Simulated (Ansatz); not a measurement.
# CsKNaCl3: complex band structure, part 3 of 4

Aim: relax a made-up compound, CsKNaCl3, and see how good a tunnel barrier it would be. It is built by putting Cs for part of the K in the K2NaCl3 structure of space group P-3m1, with the volume rescaled by atomic radii. The parent structure comes from the Materials Project.

Ansatz 0.2.0; PBE DFT, plane waves, PAW files (the session's first sound run).

So far, gap on the k-mesh (eV): step 3 (the bulk crystal and its band edges) 4.71.

The structure was built from a prototype and need not be the compound's stable phase.

## Step 6: Band edges at another level, cutoff 500 eV

This step: r2SCAN DFT, plane waves, PAW files (Ansatz 0.2.0).

The edges again with r2SCAN, at the same atoms. Against that run the cutoff is 500 eV against 420.

File input.yaml:

```yaml
crystal:
  lattice:
    - [4.4746706965, 0.0, 0.0]
    - [-2.2373353482, 3.8751784967, 0.0]
    - [0.0, 0.0, 11.2502775254]
  atoms:
    - { symbol: Cs, position: [0.3333333333, 0.6666666667, 0.676767279] }
    - { symbol: K, position: [0.6666666667, 0.3333333333, 0.3110224573] }
    - { symbol: Na, position: [0.0, 0.0, 0.0119877697] }
    - { symbol: Cl, position: [0.3333333333, 0.6666666667, 0.1462577382] }
    - { symbol: Cl, position: [0.6666666667, 0.3333333333, 0.878432183] }
    - { symbol: Cl, position: [0.0, 0.0, 0.4755325728] }
kpoints:
  mp_grid: { grid: [6, 6, 2] }
  band_path: { path: [VBM, CBM], npoints: 30 }
scf:
  occupations: { method: fixed }
hamiltonian:
  xc: r2scan
output:
  eigenvalues: true
```

Run with:

```bash
> ansatz run input.yaml --threads 2 --pin off --max-ram 4096MiB --backend cpu --events-out ev --progress --plain --runs-dir out
```

Numbers of over 12 decimals in the logs are rounded to 6 here.

Log:

```text
[...]
Crystal: 6 atoms, lattice volume = 195.081 Å³
Basis set: ecut = 500 eV, 4931 PW (Γ), exchange–correlation on 144×144×360 points (64 copies of the dense FFT grid, shifted against one another)
Bands: 30, of which v1, the nominal top of the filled ones, is band 24 counted from 1 (23 counted from 0)
Symmetry: 6 space group operations
[...]
k-points: 14 of 72 (time reversal used)
[...]
SCF iter   1: F=—  HF=-11980.417492 eV  |F-HF|=—  |Δ(HF+E_count)|=         —  Δρ=4.60e-3  dr2=2.88e-2  dr2_τ=3.96e-3  ethr=1.77e-3  ⟨swp⟩=4.9  Hψ=1581  notcnv=0  defer=47
[...]
SCF iter   6: F=-11980.461622 eV  HF=-11980.461622 eV  |F-HF|=7.81e-8  |Δ(HF+E_count)|=   3.43e-7  Δρ=5.68e-6  dr2=7.43e-8  dr2_τ=8.06e-9  ethr=2.08e-10  ⟨swp⟩=11.9  Hψ=2452  notcnv=0
SCF 1 converged in 6 iterations: F = -11980.461622 eV  dr2 = 7.43e-8
[...]
SCF converged after 6 iterations
Free energy (F): -11980.461622 eV
[...]
Internal energy: -11980.461622 eV  (E = F + TS)
E sigma→0 (E₀):  -11980.461622 eV
Fermi energy:    0.717727 eV
[...]
--- Band table (eV; the first three rows and the last of 14) ---
  k-point 0: bands = [... 20 lower, 0.3889, 0.6064, 0.6064, 0.7177, 6.0508, 7.2876, 7.9460, 8.1263, ... 2 higher]
  k-point 1: bands = [... 20 lower, 0.4964, 0.5528, 0.5586, 0.5586, 6.4606, 6.8300, 7.5691, 8.4962, ... 2 higher]
  k-point 2: bands = [... 20 lower, 0.3854, 0.4360, 0.5763, 0.6489, 6.6353, 7.5163, 7.9666, 8.3069, ... 2 higher]
  k-point 13: bands = [... 20 lower, 0.2171, 0.3165, 0.5380, 0.5405, 8.0666, 8.1175, 9.0737, 9.1054, ... 2 higher]
```

It took 28 s on 2 threads of Arm Neoverse V2, shared host; peak memory 0.77 GiB.

This step gave:

| Item | Value |
| --- | --- |
| free energy | -11980.4616 eV |
| Fermi energy | 0.7177 eV |
| gap on the k-mesh | 5.333 eV |
| gap on path | 5.333 eV, by band count; negative where bands overlap |
| direct gap on path | 5.333 eV |

Levels at VBM (eV): -6.06, -5.98, -5.98, -1.00, -0.81, -0.34, -0.34, -0.33, -0.33, -0.11, -0.11, 0.00, 5.33, 6.57, 7.23, 7.41.

The searched edges give 5.33 eV, as on the mesh.

Between step 3 and this run (r2SCAN and cutoff 500 eV) the value for the gap on the k-mesh moves from 4.71 eV to 5.33 eV.

## Step 7: Complex bands at another level, cutoff 500 eV

This step: r2SCAN DFT, plane waves, PAW files; complex bands by layer matching along the plane's normal (Ansatz 0.2.0).

The complex bands at that level, over its own gap, at (0, 0) and (0.5, 0).

File input.yaml:

```yaml
crystal:
  lattice:
    - [4.474670696, 0.0, 0.0]
    - [2.237335348, 3.875178497, 0.0]
    - [0.0, 0.0, 11.250277525]
  atoms:
    - { symbol: Cs, position: [0.6666666667, 0.6666666667, 0.676767279] }
    - { symbol: K, position: [0.3333333333, 0.3333333333, 0.3110224573] }
    - { symbol: Na, position: [0.0, 0.0, 0.0119877697] }
    - { symbol: Cl, position: [0.6666666667, 0.6666666667, 0.1462577382] }
    - { symbol: Cl, position: [0.3333333333, 0.3333333333, 0.878432183] }
    - { symbol: Cl, position: [0.0, 0.0, 0.4755325728] }
kpoints:
  mp_grid: { grid: [6, 6, 2] }
scf:
  occupations: { method: fixed }
hamiltonian:
  xc: r2scan
output:
  eigenvalues: true
  transmission:
    leads: [[0, 0]]
    kpoints: [[0.0, 0.0], [0.5, 0.0]]
    e_range: [-1.0, 6.33]
    de: 0.15
```

Log:

```text
[...]
Crystal: 6 atoms, lattice volume = 195.081 Å³
Basis set: ecut = 500 eV, 4931 PW (Γ), exchange–correlation on 144×144×360 points (64 copies of the dense FFT grid, shifted against one another)
Bands: 30, of which v1, the nominal top of the filled ones, is band 24 counted from 1 (23 counted from 0)
Symmetry: 6 space group operations
[...]
k-points: 14 of 72 (time reversal used)
[...]
SCF iter   1: F=—  HF=-11980.417492 eV  |F-HF|=—  |Δ(HF+E_count)|=         —  Δρ=4.60e-3  dr2=2.88e-2  dr2_τ=3.96e-3  ethr=1.77e-3  ⟨swp⟩=4.9  Hψ=1581  notcnv=0  defer=47
[...]
SCF iter   6: F=-11980.461622 eV  HF=-11980.461622 eV  |F-HF|=7.82e-8  |Δ(HF+E_count)|=   3.43e-7  Δρ=5.68e-6  dr2=7.43e-8  dr2_τ=8.05e-9  ethr=2.08e-10  ⟨swp⟩=11.9  Hψ=2452  notcnv=0
SCF 1 converged in 6 iterations: F = -11980.461622 eV  dr2 = 7.43e-8
[...]
transmission: 16 of 32 steps passed
transmission: 32 of 32 steps passed
SCF converged after 6 iterations
Free energy (F): -11980.461622 eV
[...]
Internal energy: -11980.461622 eV  (E = F + TS)
E sigma→0 (E₀):  -11980.461622 eV
Fermi energy:    0.717727 eV
[...]
--- Band table (eV; the first three rows and the last of 14) ---
  k-point 0: bands = [... 20 lower, 0.3889, 0.6064, 0.6064, 0.7177, 6.0508, 7.2876, 7.9460, 8.1263, ... 2 higher]
  k-point 1: bands = [... 20 lower, 0.4964, 0.5528, 0.5586, 0.5586, 6.4606, 6.8300, 7.5691, 8.4962, ... 2 higher]
  k-point 2: bands = [... 20 lower, 0.3854, 0.4360, 0.5763, 0.6489, 6.6353, 7.5163, 7.9666, 8.3069, ... 2 higher]
  k-point 13: bands = [... 20 lower, 0.2171, 0.3165, 0.5380, 0.5405, 8.0666, 8.1175, 9.0737, 9.1054, ... 2 higher]
--- Transmission ---
  basis      : 187 plane waves across, 16 finite elements along
  points     : 2, as listed
[...]
channels       : 0.000000e0 a spin
[...]
slowest decay  : 0.4297 /Å at (0.0000, 0.0000)
```

It took 30 s on 2 threads; peak memory 1.1 GiB.

Numbers from this step:

| Quantity | Value |
| --- | --- |
| level to which the leads are filled | 2.667 eV from the Fermi level |
| decay constant at the filling level, zone centre | 0.4297 Å⁻¹ |
| decay constant at the filling level, slowest listed point | 0.4297 Å⁻¹ |

K parallel (0, 0); values up to 1.5 1/Å, a degenerate pair printed once or twice; energies at which all values exceed this have no row. Im kz of the slowest decaying states against energy, zero at the highest filled level on the SCF mesh:

```
energy (eV)  decay 1 (Å⁻¹)  decay 2 (Å⁻¹)  decay 3 (Å⁻¹)  decay 4 (Å⁻¹)
      -1.00          0.653           1.20           1.41              -
      -0.70          0.496           1.18           1.39              -
      -0.25         0.0853           1.16           1.36              -
       0.05          0.111          0.363           1.14           1.33
       0.50          0.301          0.595           1.12           1.30
       0.80          0.354          0.670           1.10           1.27
       1.10          0.388          0.721           1.08           1.24
       1.55          0.418          0.773           1.05           1.21
       1.85          0.428          0.796           1.03           1.18
       2.30          0.433          0.820           1.00           1.14
       2.60          0.430          0.829          0.984           1.11
       2.90          0.422          0.834          0.963           1.09
       3.35          0.402          0.834          0.930           1.05
       3.65          0.383          0.830          0.906           1.02
       4.10          0.343          0.817          0.869          0.981
       4.40          0.308          0.805          0.843          0.954
       4.70          0.261          0.789          0.815          0.926
       5.15          0.148          0.761          0.770          0.884
       5.45          0.736          0.738          0.856              -
       5.90         0.0520          0.678          0.698          0.810
       6.20          0.631          0.667          0.778              -
```

K parallel (0.5, 0); values up to 1.5 1/Å, a degenerate pair printed once or twice; energies at which all values exceed this have no row. The Im kz of the slowest decaying states by energy, zero at the highest filled level on the SCF mesh:

```
energy (eV)  decay 1 (Å⁻¹)  decay 2 (Å⁻¹)  decay 3 (Å⁻¹)  decay 4 (Å⁻¹)
      -1.00          0.114          0.607           1.04              -
      -0.70          0.130          0.407           1.03              -
      -0.25          0.125          0.156           1.00              -
       0.05          0.309          0.491          0.987              -
       0.50          0.432          0.467          0.688          0.960
       0.80          0.482          0.523          0.765          0.942
       1.10          0.518          0.563          0.824          0.923
       1.55          0.556          0.604          0.893          0.893
       1.85          0.573          0.624          0.874          0.931
       2.30          0.590          0.644          0.844          0.983
       2.60          0.595          0.652          0.824           1.01
       2.90          0.596          0.656          0.804           1.05
       3.35          0.591          0.656          0.777           1.10
       3.65          0.582          0.651          0.760           1.12
       4.10          0.559          0.637          0.739           1.11
       4.40          0.536          0.623          0.727           1.08
       4.70          0.506          0.607          0.716           1.05
       5.15          0.443          0.579          0.699           1.02
       5.45          0.382          0.558          0.686           1.00
       5.90          0.134          0.520          0.665          0.973
       6.20          0.259          0.490          0.649          0.954
```

At the listed wavevectors the last open channel is at -0.10 eV and the next at +5.45 eV on the grid. At +2.60 eV, the grid energy nearest the filling level (the middle of the gap on the SCF mesh), the slowest state at the listed wavevectors decays with κ = 0.430 Å⁻¹, its amplitude falling by e over 2.3 Å; the first such run, plane (001), gave 0.399 Å⁻¹.

## Step 8: The same cell, other settings: accuracy = "medium" and scf.initial_density.chi_scale = 0.0

This step: PBE DFT, plane waves, PAW files; complex bands by layer matching along the plane's normal; changed: accuracy = "medium", scf.initial_density.chi_scale = 0.0 (Ansatz 0.2.0).

This run repeats an earlier one, its twin (the complex run, plane (001)), with two settings changed (scf.initial_density.chi_scale, accuracy; files written aside). It is meant to test whether the numerical route changes the result or only the time and how the run responds. Where the input is shown as a difference, that is against the step before, not the twin.

Edit input.yaml of step 7 so:

```diff
@@ -16,4 +16,5 @@
   occupations: { method: fixed }
+  initial_density: { chi_scale: 0.0 }
 hamiltonian:
-  xc: r2scan
+  xc: pbe
 output:
@@ -23,3 +24,4 @@
     kpoints: [[0.0, 0.0], [0.5, 0.0]]
-    e_range: [-1.0, 6.33]
-    de: 0.15
+    e_range: [-1.0, 5.71]
+    de: 0.13
+accuracy: medium
```

Log:

```text
[...]
Crystal: 6 atoms, lattice volume = 195.081 Å³
Basis set: ecut = 420 eV, 3799 PW (Γ)
Bands: 30, of which v1, the nominal top of the filled ones, is band 24 counted from 1 (23 counted from 0)
Symmetry: 6 space group operations
[...]
k-points: 14 of 72 (time reversal used)
[...]
SCF iter   1: F=—  HF=-11945.722196 eV  |F-HF|=—  |Δ(HF+E_count)|=         —  Δρ=2.55e-2  dr2=3.16e0  ethr=3.10e-3  ⟨swp⟩=4.9  Hψ=1493  notcnv=0  defer=51
[...]
SCF iter   8: F=-11944.762692 eV  HF=-11944.762692 eV  |F-HF|=3.32e-9  |Δ(HF+E_count)|=   4.00e-7  Δρ=3.13e-6  dr2=2.07e-8  ethr=2.08e-10  ⟨swp⟩=12.6  Hψ=2248  notcnv=0
SCF 1 converged in 8 iterations: F = -11944.762692 eV  dr2 = 2.07e-8
[...]
transmission: 16 of 32 steps passed
transmission: 32 of 32 steps passed
SCF converged after 8 iterations
Free energy (F): -11944.762692 eV
[...]
Internal energy: -11944.762692 eV  (E = F + TS)
E sigma→0 (E₀):  -11944.762692 eV
Fermi energy:    1.111333 eV
[...]
--- Band table (eV; the first three rows and the last of 14) ---
  k-point 0: bands = [... 20 lower, 0.7920, 1.0080, 1.0080, 1.1113, 5.8197, 7.1360, 7.7655, 7.9187, ... 2 higher]
  k-point 1: bands = [... 20 lower, 0.9031, 0.9320, 0.9573, 0.9573, 6.2776, 6.5620, 7.4202, 8.3669, ... 2 higher]
  k-point 2: bands = [... 20 lower, 0.7891, 0.8342, 0.9782, 1.0407, 6.4103, 7.3684, 7.8216, 8.1129, ... 2 higher]
  k-point 13: bands = [... 20 lower, 0.6233, 0.7193, 0.9344, 0.9371, 8.0029, 8.0638, 8.8609, 8.9632, ... 2 higher]
--- Transmission ---
  basis      : 151 plane waves across, 16 finite elements along
  points     : 2, as listed
[...]
channels       : 0.000000e0 a spin
[...]
slowest decay  : 0.3989 /Å at (0.0000, 0.0000)
```

It took 21 s on 2 threads; peak memory 0.56 GiB; 33 s of CPU time.

Numbers from this step:

```
free energy                                               : -11944.7627 eV
Fermi energy                                              : 1.111 eV
gap on the k-mesh                                         : 4.708 eV
level to which the leads are filled                       : 2.354 eV from the Fermi level
decay constant at the filling level, zone centre          : 0.3988 Å⁻¹
decay constant at the filling level, slowest listed point : 0.3989 Å⁻¹
```

K parallel (0, 0); values up to 1.5 1/Å, a degenerate pair printed once or twice; energies at which all values exceed this have no row. The Im kz of the slowest decaying states by energy, zero at the highest filled level on the SCF mesh:

```
energy (eV)  decay 1 (Å⁻¹)  decay 2 (Å⁻¹)  decay 3 (Å⁻¹)  decay 4 (Å⁻¹)
      -1.00         0.0156          0.659           1.18           1.39
      -0.61          0.436           1.16           1.36              -
      -0.35         0.0906           1.14           1.34              -
       0.04          0.096          0.344           1.12           1.31
       0.30          0.239          0.515           1.11           1.28
       0.69          0.325          0.641           1.08           1.25
       0.95          0.358          0.692           1.07           1.23
       1.34          0.387          0.745           1.04           1.19
       1.60          0.398          0.770           1.03           1.17
       1.99          0.403          0.796           1.00           1.13
       2.38          0.399          0.811          0.973           1.09
       2.64          0.391          0.816          0.954           1.07
       3.03          0.370          0.818          0.924           1.03
       3.29          0.351          0.815          0.903           1.01
       3.68          0.313          0.806          0.870          0.970
       3.94          0.278          0.796          0.847          0.946
       4.33          0.204          0.777          0.810          0.908
       4.59          0.117          0.760          0.783          0.882
       4.98          0.731          0.740          0.843              -
       5.24         0.0347          0.707          0.709          0.816
       5.63          0.650          0.669          0.773              -
```

K parallel (0.5, 0); values up to 1.5 1/Å, a degenerate pair printed once or twice; energies at which all values exceed this have no row. Table of Im kz of the slowest decaying states by energy, zero at the highest filled level on the SCF mesh:

```
energy (eV)  decay 1 (Å⁻¹)  decay 2 (Å⁻¹)  decay 3 (Å⁻¹)  decay 4 (Å⁻¹)
     -1.000         0.0565          0.611           1.02              -
     -0.480         0.0813          0.164          0.168          0.993
      0.040          0.300          0.472          0.963              -
      0.560          0.435          0.479          0.696          0.931
      0.950          0.492          0.542          0.785          0.905
      1.470          0.539          0.593          0.868          0.870
      1.990          0.565          0.623          0.833          0.930
      2.510          0.576          0.639          0.795          0.981
      3.030          0.573          0.643          0.758           1.03
      3.550          0.557          0.634          0.724           1.06
      3.940          0.534          0.617          0.703           1.08
      4.460          0.482          0.586          0.679           1.08
      4.980          0.394          0.546          0.656           1.03
      5.500         0.0679          0.498          0.627          0.995
```

The least decay constant is 0.399 Å⁻¹ against 0.399 Å⁻¹ in the twin: no change within 1 %.

[end of part 3 of 4]

[Logs are printed without paths, hosts, clocks, repeated set-up lines and the standing remarks that a program may print on its own settings, such as how far it seeks lower states.]

[Hosts, paths, dates, database ids (printed as entryN), source tags and the programs' standing remarks are cut or masked in the printed files.]
